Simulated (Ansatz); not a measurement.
# F on Pt(100): change of the work function, part 2 of 2

Wanted: Δφ(θ) for F/Pt(100), starting from the hollow site.

Ansatz 0.2.0; plane-wave DFT, PBE, Ansatz PAW.

So far, work function, upper face (eV): step 2 (the clean slab) 5.66; step 3 (37 atoms, coverage 0.111 ML, cell 3x3) 5.94.

**4. Adsorbate added, k-mesh 6×6×1, coverage 0.25 ML**

System of this step: Pt16F (F/Pt(100)). The cell holds 17 atoms: 16 Pt and 1 F. Its edges and angles: a = 5.544 Å, b = 5.544 Å, c = 24.538 Å, α = 90.0°, β = 90.0°, γ = 90.0°. Vacuum lies along c.

Another coverage, to see how the dipoles act on each other as their distance changes.

Contents of input.yaml:

```yaml
crystal:
  lattice:
    - [5.5437171646, 0.0, 0.0]
    - [0.0, 5.5437171646, 0.0]
    - [0.0, 0.0, 24.5384938827]
  atoms:
    - { symbol: Pt, position: [0.25, 0.25, 0.3667706764] }
    - { symbol: Pt, position: [0.0, 0.0, 0.4466451793] }
    - { symbol: Pt, position: [0.25, 0.25, 0.5283559097] }
    - { symbol: Pt, position: [0.0, 0.0, 0.6087779451] }
    - { symbol: Pt, position: [0.25, 0.75, 0.3667706764] }
    - { symbol: Pt, position: [0.0, 0.5, 0.4466451793] }
    - { symbol: Pt, position: [0.25, 0.75, 0.5283559097] }
    - { symbol: Pt, position: [0.0, 0.5, 0.6087779451] }
    - { symbol: Pt, position: [0.75, 0.25, 0.3667706764] }
    - { symbol: Pt, position: [0.5, 0.0, 0.4466451793] }
    - { symbol: Pt, position: [0.75, 0.25, 0.5283559097] }
    - { symbol: Pt, position: [0.5, 0.0, 0.6087779451] }
    - { symbol: Pt, position: [0.75, 0.75, 0.3667706764] }
    - { symbol: Pt, position: [0.5, 0.5, 0.4466451793] }
    - { symbol: Pt, position: [0.75, 0.75, 0.5283559097] }
    - { symbol: Pt, position: [0.5, 0.5, 0.6087779451] }
    - { symbol: F, position: [0.25, 0.25, 0.6332293236] }
kpoints:
  mp_grid: { grid: [6, 6, 1] }
hamiltonian:
  xc: pbe
scf:
  occupations: { method: fermi_dirac, width: 0.1 }
  convergence: { dr2_threshold: 1.0e-08 }
efield:
  axis: 3
  dipole_correction: true
  ramp_position: 0.97
  ramp_width: 0.06
relax:
  f_tol: 0.02
  max_steps: 60
  constraints: [{ sites: [0, 1, 4, 5, 8, 9, 12, 13] }]
output:
  dos: { projected: true, e_range: [-8, 4] }
  write_potential: true
  write_density: true
  volumetric_format: npy
  elf: true
```

Run with:

```bash
ansatz run input.yaml --threads 4 --pin off --max-ram 16384MiB --backend cpu --events-out ev --progress --plain --runs-dir out
```

It took 5.3 min on 4 threads of Arm Neoverse V1, shared host; peak memory 3.3 GiB.

Relaxation path:

```
step  energy less that of the first step (eV)  largest force component (eV/Å)
   1                                   0.0000                          5.8150
   2                                  -1.6895                          3.0995
   3                                  -2.2395                          1.9849
   4                                  -2.5873                          1.1126
   5                                  -2.7429                          0.4587
   6                                  -2.7752                          0.0665
   7                                  -2.7767                          0.0084
```

The run keeps the 8 symmetry operations that it works with, so distortions that break them were not tested.

The atoms that moved most (Å):

```
atom      dx      dy      dz  length
 F17   0.000   0.000   0.913   0.913
Pt15   0.000   0.000   0.036   0.036
Pt16   0.023   0.023  -0.003   0.032
 Pt8  -0.023   0.023  -0.003   0.032
Pt12   0.023  -0.023  -0.003   0.032
 Pt4  -0.023  -0.023  -0.003   0.032
 Pt7   0.000   0.000  -0.022   0.022
Pt11   0.000   0.000  -0.022   0.022
```

Final coordinates:

```xyz
17
Lattice="5.5437 0.0000 0.0000 0.0000 5.5437 0.0000 0.0000 0.0000 24.5385" Properties=species:S:1:pos:R:3
Pt    1.3859    1.3859    9.0000
Pt    0.0000    0.0000   10.9600
Pt    1.3859    1.3859   12.9633
Pt   -0.0227   -0.0227   14.9353
Pt    1.3859    4.1578    9.0000
Pt    0.0000    2.7719   10.9600
Pt    1.3859    4.1578   12.9426
Pt   -0.0227    2.7946   14.9353
Pt    4.1578    1.3859    9.0000
Pt    2.7719    0.0000   10.9600
Pt    4.1578    1.3859   12.9426
Pt    2.7946   -0.0227   14.9353
Pt    4.1578    4.1578    9.0000
Pt    2.7719    2.7719   10.9600
Pt    4.1578    4.1578   13.0015
Pt    2.7946    2.7946   14.9353
F     1.3859    1.3859   16.4520
```

This step gave:

```yaml
energy_at_zero_smearing: -201168.3867 eV
work_function_upper_face: 6.350 eV
work_function_lower_face: 5.661 eV
dipole_along_the_normal: -0.1169 e·Å
step_between_the_vacuum_levels: 0.6885 eV
```

The density of states has structure finer than the step of the table below, so its rows give means over 0.25 eV, whole bins alone (the curve runs from -8 to 1.98 eV). Peaks (eV: height): -4.960: 49.2, -3.310: 78.2, -3.160: 42.6, -2.200: 43.7, -2.080: 48.5, 0.030: 48.1, 0.120: 44.6.

Density of states against energy, zero at the Fermi level; means over each step:

```
energy (eV)  density of states (states/eV a cell)
      -7.75                                  1.43
      -7.50                                  2.93
      -7.25                                  3.40
      -7.00                                  4.27
      -6.75                                  9.10
      -6.50                                  9.55
      -6.25                                  13.5
      -6.00                                  20.2
      -5.75                                  22.3
      -5.50                                  21.7
      -5.25                                  17.9
      -5.00                                  20.0
      -4.75                                  19.3
      -4.50                                  20.5
      -4.25                                  27.8
      -4.00                                  26.5
      -3.75                                  23.9
      -3.50                                  25.5
      -3.25                                  42.5
      -3.00                                  23.4
      -2.75                                  22.6
      -2.50                                  16.9
      -2.25                                  31.8
      -2.00                                  26.0
      -1.75                                  21.8
      -1.50                                  25.3
      -1.25                                  28.8
      -1.00                                  26.1
      -0.75                                  27.9
      -0.50                                  33.7
      -0.25                                  24.5
       0.00                                  35.0
       0.25                                  19.5
       0.50                                  8.88
       0.75                                  7.61
       1.00                                  6.12
       1.25                                  2.49
       1.50                                  5.35
       1.75                                  5.47
```

Projected DOS per atom over height of the atomic layer and energy from the Fermi level. Layers: Pt4 Pt4 Pt4 Pt4 F from below.

Ten even steps from '_' (0.01 states/eV) to '@' (3.14 states/eV), each cell a mean:
```
__________
__________
........__
::::::::__
++++****..
##====**..
##----**..
**----**..
++----++__
##----++__
++::::++::
++####++--
--====--++
====++==@@
--------**
::==--::..
--++++::..
::++++::..
__----..__
__....____
__________
__________
```
Columns: height of the atomic layer (Å) from 9 to 16.5 (not evenly spaced); rows upwards: energy from the Fermi level (eV) from -7.96 to 1.95.

ELF in the ca plane at fractional y = 0.250, with atoms of Pt and F within 0.2 Å of it. It is the smooth field of the valence electrons, not physical close to the nuclei.

Values, 8 rows by 16 columns, each cell a mean:
```
0.26 0.36 0.25 0.24 0.25 0.36 0.24 0.25 0.13 0.02 0.00 0.00 0.00 0.00 0.00 0.00
0.39 0.65 0.37 0.15 0.37 0.65 0.35 0.16 0.09 0.02 0.00 0.00 0.00 0.00 0.00 0.00
0.35 0.60 0.34 0.17 0.33 0.60 0.31 0.18 0.11 0.02 0.00 0.00 0.00 0.00 0.00 0.00
0.25 0.30 0.24 0.26 0.24 0.30 0.24 0.26 0.12 0.03 0.01 0.00 0.00 0.00 0.00 0.00
0.26 0.36 0.25 0.24 0.25 0.36 0.24 0.20 0.29 0.41 0.07 0.00 0.00 0.00 0.00 0.00
0.39 0.65 0.38 0.15 0.36 0.65 0.37 0.11 0.63 0.73 0.20 0.01 0.00 0.00 0.00 0.00
0.35 0.60 0.34 0.17 0.32 0.60 0.32 0.13 0.59 0.71 0.17 0.01 0.00 0.00 0.00 0.00
0.25 0.30 0.24 0.26 0.24 0.29 0.23 0.23 0.19 0.24 0.04 0.00 0.00 0.00 0.00 0.00
```
Columns run along c (16.0 Å, from fractional 0.31 to 0.97 of the cell), rows up along a (5.5 Å). Atoms in or near the plane, at fractional coordinates: Pt at (0.37, 0.25), Pt at (0.53, 0.25), Pt at (0.37, 0.75), Pt at (0.53, 0.75), F at (0.67, 0.25).

Electrostatic potential energy in the ca plane at fractional y = 0.250, with atoms of Pt and F within 0.2 Å of it. With pseudopotentials it is smooth inside the atoms' cores, unlike the true potential.

Values in eV, 8 rows by 16 columns, each cell a mean:
```
  4 -16   1   4   1 -16   2   4   7   9  10  10  10  10  10  10
-11 -66 -14   6 -15 -66 -12   7   8   9  10  10  10  10  10  10
 -7 -56 -10   6 -11 -57  -8   6   8   9  10  10  10  10  10  10
  6  -4   4   3   3  -5   4   4   7   9  10  10  10  10  10  10
  4 -16   1   4   1 -16   2   4   6   8  10  10  10  10  10  10
-11 -66 -14   6 -14 -66 -13   7 -16 -14  10  10  10  10  10  10
 -7 -56 -10   6 -10 -57  -9   6  -9  -7  10  10  10  10  10  10
  6  -4   4   3   3  -5   4   4   7   9  10  10  10  10  10  10
```
Columns run along c (16.0 Å, from fractional 0.31 to 0.97 of the cell; values clipped at the 3rd and 97th percentile), rows up along a (5.5 Å). Atoms in or near the plane, at fractional coordinates: Pt at (0.37, 0.25), Pt at (0.53, 0.25), Pt at (0.37, 0.75), Pt at (0.53, 0.75), F at (0.67, 0.25).

Valence density in the ca plane at fractional y = 0.250, with atoms of Pt and F within 0.2 Å of it. It is the smooth field of the valence electrons, not physical close to the nuclei.

Ten steps, logarithmic in the rise over the least value, from '0' (0 e/Å³) to '9' (11 e/Å³), each cell a mean:
```
11334322222223343222221100000000000000000000
13567642222235775322221000000000000000000000
14799853212247998522111000000000000000000000
25899963211258998532111000000000000000000000
14799853212247997522111000000000000000000000
13567532222235675322221000000000000000000000
11333322222223333222221100000000000000000000
01233222232222332222222110000000000000000000
12355432222234554322222232100000000000000000
13688743222246887422123576410000000000000000
24899863211258998531114799520000000000000000
24899863211258998531114799520000000000000000
13688743222246887422123576310000000000000000
12355432222234554322222232100000000000000000
01233222232222332222222110000000000000000000
```
Columns run along c (16.0 Å, from fractional 0.31 to 0.97 of the cell), rows up along a (5.5 Å). Atoms in or near the plane, at fractional coordinates: Pt at (0.37, 0.25), Pt at (0.53, 0.25), Pt at (0.37, 0.75), Pt at (0.53, 0.75), F at (0.67, 0.25).

The relaxation took 7 steps and lowered the energy by 2.8 eV; the largest force on the free atoms ends at 0.0084 eV/Å.

By hand: a sheet of dipoles makes a step −p/(ε₀A) in the electron's potential. With e/ε₀ = 180.95 V·Å, p = -0.1169 e·Å and A = 30.73 Å², that is −180.95 × (-0.1169) / 30.73 = +0.688 eV, and the two vacuum levels of the run differ by +0.688 eV.

The covered face has 6.35 eV, +0.69 eV against the clean one; the bare back face has moved by +0.01 eV, a measure of how thin the slab is.

**5. The covered slab, k-mesh 6×6×1, coverage 0.5 ML**

System of this step: Pt8F (F/Pt(100)). The cell holds 18 atoms: 16 Pt and 2 F. Cell: a = 5.544 Å, b = 5.544 Å, c = 24.538 Å, α = 90.0°, β = 90.0°, γ = 90.0°. Vacuum lies along c.

input.yaml, as its differences from that of step 4:

```diff
@@ -23,2 +23,3 @@
     - { symbol: F, position: [0.25, 0.25, 0.6332293236] }
+    - { symbol: F, position: [0.75, 0.75, 0.6332293236] }
 kpoints:
```

Wall time 6.4 min (4 threads); peak memory 3.4 GiB.

The steps of the relaxation:

```
step  energy less that of the first step (eV)  largest force component (eV/Å)
   1                                   0.0000                          6.1141
   2                                  -2.6254                          4.9906
   3                                  -4.6593                          3.0877
   4                                  -5.6030                          1.3482
   5                                  -5.9396                          0.6610
   6                                  -6.0040                          0.4197
   7                                  -6.0225                          0.0304
   8                                  -6.0226                          0.0031
```

Forces are held to the 16 operations that the run works with; a distortion that breaks them can't arise in this run.

The atoms that moved most (Å):

```
atom     dx     dy      dz  length
 F18  0.000  0.000   0.927   0.927
 F17  0.000  0.000   0.927   0.927
 Pt7  0.000  0.000  -0.047   0.047
Pt11  0.000  0.000  -0.047   0.047
Pt15  0.000  0.000   0.034   0.034
 Pt3  0.000  0.000   0.034   0.034
Pt12  0.000  0.000  -0.014   0.014
Pt16  0.000  0.000  -0.014   0.014
```

Final coordinates:

```xyz
18
Lattice="5.5437 0.0000 0.0000 0.0000 5.5437 0.0000 0.0000 0.0000 24.5385" Properties=species:S:1:pos:R:3
Pt    1.3859    1.3859    9.0000
Pt    0.0000    0.0000   10.9600
Pt    1.3859    1.3859   12.9990
Pt    0.0000    0.0000   14.9248
Pt    1.3859    4.1578    9.0000
Pt    0.0000    2.7719   10.9600
Pt    1.3859    4.1578   12.9180
Pt    0.0000    2.7719   14.9248
Pt    4.1578    1.3859    9.0000
Pt    2.7719    0.0000   10.9600
Pt    4.1578    1.3859   12.9180
Pt    2.7719    0.0000   14.9248
Pt    4.1578    4.1578    9.0000
Pt    2.7719    2.7719   10.9600
Pt    4.1578    4.1578   12.9990
Pt    2.7719    2.7719   14.9248
F     1.3859    1.3859   16.4654
F     4.1578    4.1578   16.4654
```

The relaxation took 8 steps and lowered the energy by 6.0 eV; the largest force on the free atoms ends at 0.0031 eV/Å.

The covered face has 7.09 eV, +1.44 eV against the clean one; the bare back face has moved by +0.01 eV, a measure of how thin the slab is.

**6. Adsorbate added, k-mesh 12×12×1, coverage 1 ML**

System of this step: Pt4F (F/Pt(100)). The cell holds 5 atoms: 4 Pt and 1 F. Cell: a = 2.772 Å, b = 2.772 Å, c = 24.538 Å, α = 90.0°, β = 90.0°, γ = 90.0°. Vacuum lies along c.

input.yaml, the sections that differ from step 5:

```yaml
crystal:
  lattice:
    - [2.7718585823, 0.0, 0.0]
    - [0.0, 2.7718585823, 0.0]
    - [0.0, 0.0, 24.5384938827]
  atoms:
    - { symbol: Pt, position: [0.5, 0.5, 0.3667706764] }
    - { symbol: Pt, position: [0.0, 0.0, 0.4466451793] }
    - { symbol: Pt, position: [0.5, 0.5, 0.5283559097] }
    - { symbol: Pt, position: [0.0, 0.0, 0.6087779451] }
    - { symbol: F, position: [0.5, 0.5, 0.6332293236] }
kpoints:
  mp_grid: { grid: [12, 12, 1] }
relax:
  f_tol: 0.02
  max_steps: 60
  constraints: [{ sites: [0, 1] }]
output:
  write_potential: true
  write_density: true
  volumetric_format: npy
# hamiltonian, scf, efield: as in step 5
```

It took 39 s on 4 threads; peak memory 0.58 GiB.

Step by step:

```
step  energy less that of the first step (eV)  largest force component (eV/Å)
   1                                   0.0000                          6.1527
   2                                  -1.5154                          4.8745
   3                                  -2.6714                          1.9543
   4                                  -2.8856                          0.6217
   5                                  -2.9612                          0.1186
   6                                  -2.9625                          0.0081
```

Forces are held to the 8 operations that the run works with; a distortion that breaks them can't arise in this run.

The atoms that moved most (Å):

```
atom     dx     dy      dz  length
  F5  0.000  0.000   0.806   0.806
 Pt4  0.000  0.000  -0.053   0.053
 Pt3  0.000  0.000  -0.013   0.013
```

Final coordinates:

```xyz
5
Lattice="2.7719 0.0000 0.0000 0.0000 2.7719 0.0000 0.0000 0.0000 24.5385" Properties=species:S:1:pos:R:3
Pt    1.3859    1.3859    9.0000
Pt    0.0000    0.0000   10.9600
Pt    1.3859    1.3859   12.9518
Pt    0.0000    0.0000   14.8859
F     1.3859    1.3859   16.3449
```

The relaxation took 6 steps and lowered the energy by 3.0 eV; the largest force on the free atoms ends at 0.0081 eV/Å.

The covered face has 8.35 eV, +2.70 eV against the clean one; the bare back face has moved by +0.01 eV, a measure of how thin the slab is.

**7. Work function against coverage**

This step: plane-wave DFT, PBE, Ansatz PAW; work function against coverage (Ansatz 0.2.0).

The runs are now put side by side.

Numbers from this step:

* work function of the clean face: 5.655 eV
* largest change of the work function: 2.698 eV

Work function of the covered face against coverage:

```
coverage (adsorbates/nm²)  work function of the covered face (eV)
                     0.00                                    5.66
                     1.45                                    5.94
                     3.25                                    6.35
                     6.51                                    7.09
                    13.02                                    8.35
```

The dipole per adsorbate comes from the change of the cell's dipole. Coverage, by row:

```
coverage (1/nm²)  coverage (ML)  work function (eV)  change (eV)  dipole per adsorbate, positive end outwards (debye)  mean height of the added atoms over the highest substrate atom (Å)
           1.446         0.1111                5.94       0.2847                                                -0.51                                                               1.435
           3.254           0.25                6.35       0.6944                                               -0.559                                                               1.517
           6.508            0.5               7.092        1.437                                               -0.583                                                               1.541
           13.02              1               8.353        2.698                                               -0.548                                                               1.459
```

**8. Summary of results**

| Property | Result |
| --- | --- |
| work function of the clean face | 5.66 eV |
| work function at 0.11 ML | 5.94 eV |
| work function at 0.25 ML | 6.35 eV |
| work function at 0.5 ML | 7.09 eV |
| work function at 1 ML | 8.35 eV |
| dipole per adsorbate at 0.11 ML, positive end outwards | -0.51 D |

**Reading.** F raises the work function of Pt(100) at the lowest coverage, by 0.28 eV: the adsorbate layer has its negative end outwards. The slab has 4 layers, at the tabulated experimental lattice constant, one starting site was run, and quantum-size effects of a slab this thin can reach one or two tenths of an eV.

[Logs are printed without paths, hosts, clocks, repeated set-up lines and the standing remarks that a program may print on its own settings, such as how far it seeks lower states.]

[Hosts, paths, dates, database ids (printed as entryN), source tags and the programs' standing remarks are cut or masked in the printed files.]

[Maps of the electrostatic potential energy from Ansatz leave out the sawtooth potential of an applied field or a dipole correction, so their vacuum need not be flat; planar profiles and work functions include it.]

[The density of states shown here was stored with 400 of the rows of the run's finer table, so its peaks can read low, often by over a quarter, or be missed, and its means over a window can be off by a tenth or more.]
